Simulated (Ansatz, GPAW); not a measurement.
# 1T-NbSTe monolayer: work function by functional and basis, part 2 of 3

Wanted: work functions and dipole of 1T-NbSTe monolayer, with the cost of each level.

GPAW 26.7.0 and Ansatz 0.2.0; Ansatz plane waves; layer without images along its normal, relaxation of atoms and in-plane cell (the session's first sound run).

So far, upper work function (eV): step 3 (plane waves, PBE) 5.26.

## 4. Self-consistent run: xc = "vdW-DF2"

Level of this step: GPAW, PAW setups; slab in vacuum (GPAW).

The same geometry under vdW-DF2, to see how far the functional moves the levels against the vacuum (the van der Waals functionals take revPBE setups).

The input, run.py:

```python
import json
import numpy as np
from ase import Atoms
from gpaw import GPAW, PW

slab = Atoms(
    ['Te', 'Nb', 'S'],
    positions=[
        [1.76601, 1.01961, 7.00000],
        [-0.00000, 0.00000, 8.96029],
        [-0.00000, 2.03921, 10.36548]],
    cell=[[3.53202, 0.0, -0.0], [-1.76601, 3.05882, -0.0], [-0.0, -0.0, 17.3655]],
    pbc=[True, True, False],
    magmoms=[0.0, 1.0, 0.0])

slab.calc = GPAW(mode=PW(400), xc='vdW-DF2', kpts={'size': (9, 9, 1), 'gamma': True},
                 occupations={'name': 'fermi-dirac', 'width': 0.05}, nbands='160%',
                 convergence={'density': 1e-05}, maxiter=200,
                 poissonsolver={'dipolelayer': 'xy'},
                 symmetry={'tolerance': 1e-3}, txt='slab.txt')
result = {}
energy = slab.get_potential_energy()
fermi = slab.calc.get_fermi_level()
v = slab.calc.get_electrostatic_potential().mean((0, 1)) - fermi
n = slab.calc.get_pseudo_density().mean((0, 1))
L = slab.cell[2, 2]
z = np.arange(len(v)) * L / len(v)
low, high = slab.positions[:, 2].min(), slab.positions[:, 2].max()
below, above = np.interp([low - 4.8, high + 4.8], z, v)
slopes = [np.interp(x, z, np.gradient(v, z)) for x in (low - 4.8, high + 4.8)]
eps = np.array([[slab.calc.get_eigenvalues(k, s) for k in range(len(slab.calc.get_ibz_k_points()))]
                for s in range(slab.calc.get_number_of_spins())]) - fermi
top, bottom = eps[eps < 0].max(), eps[eps > 0].min()
dipole = slab.get_dipole_moment()[2]
print(f'energy {energy:.4f} eV, Fermi level {fermi:.4f} eV, dipole {dipole:.5f} e A')
print(f'potential 4.8 A off the faces, from the Fermi level: lower {below:.4f} eV, upper {above:.4f} eV')
print(f'slope of the potential there: lower {slopes[0]:.5f}, upper {slopes[1]:.5f} eV/A')
print(f'nearest levels on the mesh: {top:.4f} and {bottom:.4f} eV')
print('magnetic moment', round(slab.get_magnetic_moment(), 3))
result.update(energy=energy, fermi=fermi, dipole=dipole, below=below, above=above, slopes=slopes, edges=[top, bottom],
              z=z.tolist(), v=v.tolist(), n=n.tolist(), positions=slab.positions.tolist(),
              forces=slab.get_forces(apply_constraint=False).tolist(), moments=slab.get_magnetic_moments().tolist())
json.dump(result, open('result.json', 'w'))
```

Started as:

```sh
$ OMP_NUM_THREADS=1 OPENBLAS_NUM_THREADS=1 python run.py
```

Numbers of over 12 decimals in the logs are rounded to 6 here.

The log of the run:

```text
energy -229.8225 eV, Fermi level -0.3874 eV, dipole -0.05348 e A
potential 4.8 A off the faces, from the Fermi level: lower 4.6856 eV, upper 5.5771 eV
slope of the potential there: lower -0.00065, upper 0.00005 eV/A
nearest levels on the mesh: -0.0201 and 0.1210 eV
magnetic moment 0.0
```

Wall time 42 s (1 thread of Intel Xeon 6975P-C (Granite Rapids), shared host); peak memory 0.38 GiB.

Numbers from this step:

- dipole along the normal: -0.05348 e·Å
- levels nearest the Fermi level on the mesh: -0.02014, 0.1210 eV from the Fermi level
- upper work function: 5.577 eV
- lower work function: 4.686 eV

Electrostatic potential energy of an electron (without an applied field's), less the Fermi level, planar mean against z:

```tsv
z (Å)	electrostatic potential energy of an electron (without an applied field's), less the Fermi level, planar mean (eV)
0.0	5.13
0.5	4.69
1.0	4.69
1.5	4.69
2.0	4.69
2.5	4.69
3.0	4.68
3.5	4.68
4.0	4.66
4.5	4.61
5.0	4.39
5.5	3.56
6.0	0.497
6.5	-9.50
7.0	-21.0
7.5	-10.3
8.0	-3.83
8.5	-10.7
9.0	-18.4
9.5	-9.64
10.0	-9.54
10.5	-13.1
11.0	-0.141
11.5	4.32
12.0	5.31
12.5	5.52
13.0	5.57
13.5	5.57
14.0	5.58
14.5	5.58
15.0	5.58
15.5	5.58
16.0	5.58
16.5	5.58
17.0	5.53
```

Table of pseudo valence density, planar mean by z:

z (Å), pseudo valence density, planar mean (e/Å³) and a bar from the least value:
```
     0.00       0.00 
     0.64       0.00 
     1.29       0.00 
     1.72       0.00 
     2.36       0.00 
     3.00       0.00 
     3.64       0.00 
     4.07       0.00 
     4.72       0.01 
     5.36       0.03 #
     6.00       0.15 #####
     6.43       0.30 #########
     7.07       0.12 ####
     7.72       0.34 ##########
     8.36       0.42 #############
     8.79       0.99 ##############################
     9.43       0.62 ###################
    10.08       0.44 #############
    10.72       0.35 ###########
    11.15       0.17 #####
    11.79       0.03 #
    12.43       0.00 
    13.08       0.00 
    13.51       0.00 
    14.15       0.00 
    14.79       0.00 
    15.44       0.00 
    15.86       0.00 
    16.51       0.00 
    17.15       0.00
```

Force by atom:

```tsv
atom	x (eV/Å)	y (eV/Å)	z (eV/Å)	size
Te1	0.000	0.000	-0.742	0.742
Nb2	0.000	0.000	0.135	0.135
S3	0.000	0.000	0.605	0.605
```

The upper face's work function is 5.577 eV, against 5.258 eV in the first plane-wave PBE run at this geometry.

## 5. Self-consistent run: xc = "revPBE"

The same geometry under revPBE, to see how far the functional moves the levels against the vacuum.

Changes to run.py since step 4:

```diff
@@ -15,3 +15,3 @@
 
-slab.calc = GPAW(mode=PW(400), xc='vdW-DF2', kpts={'size': (9, 9, 1), 'gamma': True},
+slab.calc = GPAW(mode=PW(400), xc='revPBE', kpts={'size': (9, 9, 1), 'gamma': True},
                  occupations={'name': 'fermi-dirac', 'width': 0.05}, nbands='160%',
```

The log of the run:

```text
energy -18.7878 eV, Fermi level -0.1347 eV, dipole -0.05390 e A
potential 4.8 A off the faces, from the Fermi level: lower 4.2721 eV, upper 5.1704 eV
slope of the potential there: lower -0.00027, upper -0.00002 eV/A
nearest levels on the mesh: -0.0128 and 0.1307 eV
magnetic moment 0.0
```

It took 30 s on 1 thread; peak memory 0.23 GiB.

Numbers from this step:

| Quantity | Value |
| --- | --- |
| dipole along the normal | -0.05390 e·Å |
| levels nearest the Fermi level on the mesh | -0.01277, 0.1307 eV from the Fermi level |
| upper work function | 5.170 eV |
| lower work function | 4.272 eV |

Table of electrostatic potential energy of an electron (without an applied field's), less the Fermi level, planar mean by z:

```tsv
z (Å)	electrostatic potential energy of an electron (without an applied field's), less the Fermi level, planar mean (eV)
0.0	4.72
0.5	4.27
1.0	4.27
1.5	4.27
2.0	4.27
2.5	4.27
3.0	4.27
3.5	4.27
4.0	4.26
4.5	4.21
5.0	4.04
5.5	3.30
6.0	0.373
6.5	-9.52
7.0	-20.9
7.5	-10.2
8.0	-3.62
8.5	-10.4
9.0	-18.2
9.5	-9.54
10.0	-9.55
10.5	-13.2
11.0	-0.315
11.5	4.04
12.0	4.95
12.5	5.12
13.0	5.16
13.5	5.17
14.0	5.17
14.5	5.17
15.0	5.17
15.5	5.17
16.0	5.17
16.5	5.17
17.0	5.13
```

The upper face's work function is 5.170 eV, against 5.258 eV in the first plane-wave PBE run at this geometry.

## 6. Self-consistent run: xc = "RPBE"

The same geometry under RPBE, to see how far the functional moves the levels against the vacuum.

Changes to run.py since step 5:

```diff
@@ -15,3 +15,3 @@
 
-slab.calc = GPAW(mode=PW(400), xc='revPBE', kpts={'size': (9, 9, 1), 'gamma': True},
+slab.calc = GPAW(mode=PW(400), xc='RPBE', kpts={'size': (9, 9, 1), 'gamma': True},
                  occupations={'name': 'fermi-dirac', 'width': 0.05}, nbands='160%',
```

The log of the run:

```text
energy -18.6115 eV, Fermi level -0.1243 eV, dipole -0.05443 e A
potential 4.8 A off the faces, from the Fermi level: lower 4.2658 eV, upper 5.1730 eV
slope of the potential there: lower -0.00028, upper -0.00002 eV/A
nearest levels on the mesh: -0.0134 and 0.1312 eV
magnetic moment 0.0
```

Elapsed: 32 s, on 1 thread; peak memory 0.23 GiB.

This step gave:

```yaml
dipole_along_the_normal: -0.05443 e·Å
levels_nearest_the_fermi_level_on_the_mesh: -0.01335, 0.1312 eV from the Fermi level
upper_work_function: 5.173 eV
lower_work_function: 4.266 eV
```

The electrostatic potential energy of an electron (without an applied field's), less the Fermi level, planar mean by z:

```tsv
z (Å)	electrostatic potential energy of an electron (without an applied field's), less the Fermi level, planar mean (eV)
0.0	4.72
0.5	4.27
1.0	4.27
1.5	4.27
2.0	4.27
2.5	4.27
3.0	4.26
3.5	4.26
4.0	4.25
4.5	4.20
5.0	4.02
5.5	3.28
6.0	0.347
6.5	-9.55
7.0	-20.9
7.5	-10.2
8.0	-3.64
8.5	-10.4
9.0	-18.3
9.5	-9.56
10.0	-9.57
10.5	-13.2
11.0	-0.332
11.5	4.03
12.0	4.94
12.5	5.13
13.0	5.16
13.5	5.17
14.0	5.17
14.5	5.17
15.0	5.17
15.5	5.17
16.0	5.17
16.5	5.17
17.0	5.13
```

The upper face's work function is 5.173 eV, against 5.258 eV in the first plane-wave PBE run at this geometry.

## 7. Real-space grid: mode = "fd"

A real-space grid is a second complete basis, so it checks the plane-wave result.

Changes to run.py since step 6:

```diff
@@ -3,3 +3,3 @@
 from ase import Atoms
-from gpaw import GPAW, PW
+from gpaw import GPAW
 
@@ -15,3 +15,3 @@
 
-slab.calc = GPAW(mode=PW(400), xc='RPBE', kpts={'size': (9, 9, 1), 'gamma': True},
+slab.calc = GPAW(mode='fd', h=0.18, xc='PBE', kpts={'size': (9, 9, 1), 'gamma': True},
                  occupations={'name': 'fermi-dirac', 'width': 0.05}, nbands='160%',
```

The log of the run:

```text
energy -19.7208 eV, Fermi level -4.8198 eV, dipole -0.05236 e A
potential 4.8 A off the faces, from the Fermi level: lower 4.3812 eV, upper 5.2583 eV
slope of the potential there: lower -0.00026, upper 0.00004 eV/A
nearest levels on the mesh: -0.0094 and 0.1270 eV
magnetic moment 0.0
```

Wall time 96 s (1 thread); peak memory 0.45 GiB.

This step gave:

* dipole along the normal: -0.05236 e·Å
* levels nearest the Fermi level on the mesh: -0.009393, 0.1270 eV from the Fermi level
* upper work function: 5.258 eV
* lower work function: 4.381 eV

Electrostatic potential energy of an electron (without an applied field's), less the Fermi level, planar mean against z:

```tsv
z (Å)	electrostatic potential energy of an electron (without an applied field's), less the Fermi level, planar mean (eV)
0.0	4.82
0.5	4.38
1.0	4.38
1.5	4.38
2.0	4.38
2.5	4.38
3.0	4.38
3.5	4.38
4.0	4.37
4.5	4.32
5.0	4.14
5.5	3.40
6.0	0.436
6.5	-9.42
7.0	-20.9
7.5	-10.1
8.0	-3.53
8.5	-10.3
9.0	-18.1
9.5	-9.42
10.0	-9.48
10.5	-13.1
11.0	-0.235
11.5	4.12
12.0	5.03
12.5	5.21
13.0	5.25
13.5	5.26
14.0	5.26
14.5	5.26
15.0	5.26
15.5	5.26
16.0	5.26
16.5	5.26
17.0	5.26
```

The upper face's work function is 5.258 eV, against 5.258 eV in the first plane-wave PBE run at this geometry.

## 8. Atomic orbitals: mode = "lcao"

Atom-centred orbitals end a few angstrom from the surface, which tests how much the density's tail matters.

Changes to run.py since step 7:

```diff
@@ -15,4 +15,4 @@
 
-slab.calc = GPAW(mode='fd', h=0.18, xc='PBE', kpts={'size': (9, 9, 1), 'gamma': True},
-                 occupations={'name': 'fermi-dirac', 'width': 0.05}, nbands='160%',
+slab.calc = GPAW(mode='lcao', basis='dzp', h=0.18, xc='PBE', kpts={'size': (9, 9, 1), 'gamma': True},
+                 occupations={'name': 'fermi-dirac', 'width': 0.05}, nbands='120%',
                  convergence={'density': 1e-05}, maxiter=200,
```

The log of the run:

```text
energy -18.7566 eV, Fermi level -4.8148 eV, dipole -0.05822 e A
potential 4.8 A off the faces, from the Fermi level: lower 4.3273 eV, upper 5.3024 eV
slope of the potential there: lower 0.00000, upper 0.00001 eV/A
nearest levels on the mesh: -0.0248 and 0.1236 eV
magnetic moment 0.0
```

Wall time 2.4 min (1 thread); peak memory 0.28 GiB.

This step gave:

```
dipole along the normal                    : -0.05822 e·Å
levels nearest the Fermi level on the mesh : -0.02480, 0.1236 eV from the Fermi level
upper work function                        : 5.302 eV
lower work function                        : 4.327 eV
```

The upper face's work function is 5.302 eV, against 5.258 eV in the first plane-wave PBE run at this geometry.

## 9. Cost and result by level

Times are for 1 thread of Intel Xeon 6975P-C (Granite Rapids), shared host. The series side by side:

```tsv
no.	run	upper work function (eV)	lower work function (eV)	time	memory (GiB)
1	pw	5.258	4.379	27 s	0.22
2	vdW DF2	5.577	4.686	42 s	0.38
3	revPBE	5.170	4.272	30 s	0.23
4	RPBE	5.173	4.266	32 s	0.23
5	fd	5.258	4.381	96 s	0.45
6	lcao	5.302	4.327	2.4 min	0.28
```

## 10. A second plane-wave code

A second program with its own datasets checks the number independently.

This step: Ansatz plane waves; slab in vacuum with a dipole correction (Ansatz 0.2.0).

The input, input.yaml:

```yaml
crystal:
  lattice:
    - [3.5320238953, 0.0, 0.0]
    - [-1.7660119477, 3.0588224201, 0.0]
    - [0.0, 0.0, 30.3479021621]
  atoms:
    - { symbol: Te, position: [0.6666666667, 0.3333333333, 0.2291033137] }
    - { symbol: Nb, position: [0.0, 0.0, 0.2936972186], spin: 1.0 }
    - { symbol: S, position: [0.3333333333, 0.6666666667, 0.3399999165] }
magnetization:
  spin_polarized: true
kpoints:
  mp_grid: { grid: [9, 9, 1] }
hamiltonian:
  xc: pbe
scf:
  occupations: { method: fermi_dirac, width: 0.05 }
efield:
  axis: 3
  dipole_correction: true
  ramp_width: 0.05
output:
  forces: true
  write_potential: true
  write_density: true
  volumetric_format: npy
  elf: true
```

Started as:

```sh
$ ansatz run input.yaml --threads 4 --pin off --max-ram 8192MiB --backend cpu --events-out ev --progress --plain --runs-dir out
```

The log of the run:

```text
[...]
Crystal: 3 atoms, lattice volume = 327.874 Å³
Basis set: ecut = 420 eV, 6347 PW (Γ), exchange–correlation on 48×48×432 points (8 copies of the dense FFT grid, shifted against one another)
Bands: 22, of which v1, the nominal top of the filled ones, is band 18 counted from 1 (17 counted from 0)
Symmetry: 6 space group operations
k-points: 12 of 81 (time reversal used)
[...]
Starting moments: Σ|m| = 1 μB on 1 of 3 sites
[...]
SCF iter   1: F=—  HF=-12437.104205 eV  |F-HF|=—  |Δ(HF+E_count)|=         —  Δρ=1.62e-2 (↑1.62e-2 ↓1.03e-2)  dr2=4.02e0  dr2_m=8.32e-2  M=0.289 μB ∫|m|=0.344 μB  β_m=0.42  ethr=3.10e-3  p=0.000 e·Å  D=9.52e-7 V/Å  ΔV_dip=-0.00 eV  dr2_dipole=1.75e-1  V_vac-E_F(+/−)=5.68/5.68 eV  ⟨swp⟩=11.1  Hψ=3263  notcnv=0
[...]
efield: sawtooth ramp at fractional position 0.7596 (placed from the atoms, in the widest stretch of the axis that holds none; the zero of the levels goes with the place), width 0.0500; the density the first Hamiltonian is built on has a dipole p = 0.000 e·Å; the dipole correction subtracts the counter field D = 9.52e-7 V/Å, which shifts the + side's vacuum level by -0.00 eV against the − side's; the planar-averaged density in the ramp window peaks in size at 2.4e-6 e/Å³
[...]
SCF iter   2: F=—  HF=-12436.599894 eV  |F-HF|=—  |Δ(HF+E_count)|=   5.04e-1  Δρ=1.06e-2 (↑1.06e-2 ↓6.83e-3)  dr2=1.80e0  dr2_m=3.71e-2  M=0.222 μB ∫|m|=0.261 μB  β_m=0.53  ethr=3.10e-3  p=-0.009 e·Å  D=-4.77e-3 V/Å  ΔV_dip=0.14 eV  dr2_dipole=1.11e-1  V_vac-E_F(+/−)=5.46/5.31 eV  ⟨swp⟩=2.2  Hψ=983  notcnv=0
density mixer auto → msr1: a metal under ldos (density of states about μ 0.87 of a free-electron gas's, 18 screened modes)
SCF iter   3: F=—  HF=-12436.406189 eV  |F-HF|=—  |Δ(HF+E_count)|=   1.94e-1  Δρ=2.43e-3 (↑2.43e-3 ↓2.15e-3)  dr2=1.05e-1  dr2_m=1.70e-3  M=0.079 μB ∫|m|=0.095 μB  β_m=0.64  ethr=3.10e-3  p=-0.038 e·Å  D=-2.08e-2 V/Å  ΔV_dip=0.63 eV  dr2_dipole=1.35e-2  V_vac-E_F(+/−)=5.26/4.63 eV  ⟨swp⟩=3.0  Hψ=971  notcnv=0
[...]
SCF iter  13: F=-12436.410299 eV  HF=-12436.410299 eV  |F-HF|=7.71e-10  |Δ(HF+E_count)|=   5.01e-9  Δρ=9.17e-8 (↑9.17e-8 ↓7.99e-8)  dr2=1.24e-10  dr2_m=5.47e-13  M=-0.000 μB ∫|m|=0.000 μB  ethr=1.47e-12  p=-0.053 e·Å  D=-2.92e-2 V/Å  ΔV_dip=0.89 eV  dr2_dipole=6.83e-14  V_vac-E_F(+/−)=5.25/4.36 eV  ⟨swp⟩=7.7  Hψ=3451  notcnv=0
SCF 1 converged in 13 iterations: F = -12436.410299 eV  dr2 = 1.24e-10
[...]
SCF converged after 13 iterations
Magnetization: -0.0000 μB (17.5000 up, 17.5000 down)
Absolute magnetization: 0.0000 μB (∫|ρ↑−ρ↓|, with the PAW one-centre terms)
[...]
Per-site moments (μB) at R_I (Å): [(3.7547779625430425e-9, 1.166809), (-6.505931815223148e-7, 1.021548), (-1.980903656142495e-7, 1.021548)]
Free energy (F): -12436.410299 eV
[...]
Internal energy: -12436.385538 eV  (E = F + TS)
E sigma→0 (E₀):  -12436.397918 eV
Entropy (-TS):   -0.024761 eV (-8.254 meV/atom)
Fermi energy:    -1.468778 eV
Dipole field:    D = -0.029227 V/Å  (p = -0.052957 e·Å, saw-weighted, corrected)
Work function:   Φ+ = 5.2511 eV   Φ− = 4.3641 eV
Levels:          The Fermi level and band energies are counted from a zero that moves with the ramp; work functions are not
[...]
--- Forces (eV/Å), atoms counted from 1 ---
  atom   1  Te    -0.00000000    -0.00000000    -0.00466058
  atom   2  Nb     0.00000000     0.00000000    -0.00296017
  atom   3  S      0.00000000     0.00000000     0.00761563
  max |Σ_I F_I| component: 5.13e-6 eV/Å
--- Band table (eV; the first three rows and the last of 24) ---
  k-point 0 ↑: bands = [... 14 lower, -4.0750, -1.4788, -1.4788, -1.0134, -0.7250, -0.7250, 2.1933, 2.3362]
  k-point 1 ↑: bands = [... 14 lower, -3.7167, -2.3760, -1.8921, -1.2917, -0.3604, -0.3256, 1.6396, 2.1765]
  k-point 2 ↑: bands = [... 14 lower, -4.1907, -3.3604, -2.2984, -1.6405, -0.3521, -0.0046, 1.4235, 2.0567]
  k-point 11 ↓: bands = [... 14 lower, -4.6458, -4.5701, -4.2909, -0.5571, -0.3933, -0.3549, 1.7596, 2.4153]
```

The job ended after 5.4 s (4 threads; peak memory 0.76 GiB; 19 s of CPU time).

Reading the cycles: dr2 is the Hartree energy of the density residual (eV), the measure of convergence; HF is the Harris–Foulkes estimate of the energy, which meets the free energy F at convergence.

Numbers from this step:

* upper work function: 5.251 eV
* lower work function: 4.364 eV
* dipole along the normal: -0.05296 e·Å
* dipole field: -0.02923 V/Å
* vacuum level above: 3.782 eV
* vacuum level below: 2.895 eV

Electrostatic potential energy of an electron (with the applied field's), less the Fermi level, planar mean against z:

```tsv
z (Å)	electrostatic potential energy of an electron (with the applied field's), less the Fermi level, planar mean (eV)
0	4.36
1	4.36
2	4.36
3	4.36
4	4.35
5	4.09
6	-0.406
7	-0.111
8	-3.90
9	-15.7
10	-7.10
11	0.273
12	5.05
13	5.24
14	5.25
15	5.25
16	5.25
17	5.25
18	5.25
19	5.25
20	5.25
21	5.25
22	5.25
23	5.25
24	4.70
25	4.36
26	4.36
27	4.36
28	4.36
29	4.36
30	4.36
```

The valence density, planar mean (density) oscillates, so the rows of the table below give means over windows of 1 Å about each position, cut where the curve ends. Its maxima inside the range that stand out by 2 % of the span (Å: e/Å³): 7.0: 1.38, 9.0: 0.926. Its minima: 7.9: 0.313.

Valence density, planar mean against z; means over each step:

```tsv
z (Å)	density (e/Å³)	rho spin (e/Å³)
0	0	-1.7e-12
1	0	-1.2e-11
2	3.7e-6	-1.5e-11
3	6.0e-5	3.8e-10
4	9.9e-4	8.8e-10
5	0.0167	-2.2e-9
6	0.227	3.6e-9
7	1.07	1.5e-8
8	0.426	-3.2e-8
9	0.827	-2.4e-8
10	0.445	-4.0e-8
11	0.213	-1.2e-8
12	0.0172	-1.2e-9
13	6.7e-4	-1.2e-9
14	2.8e-5	1.5e-10
15	0	3.0e-11
16	0	-4.6e-12
```

(Part 2 of 3 ends here.)

[Logs are printed without paths, hosts, clocks, repeated set-up lines and the standing remarks that a program may print on its own settings, such as how far it seeks lower states.]

[Hosts, paths, dates, database ids (printed as entryN), source tags and the programs' standing remarks are cut or masked in the printed files.]
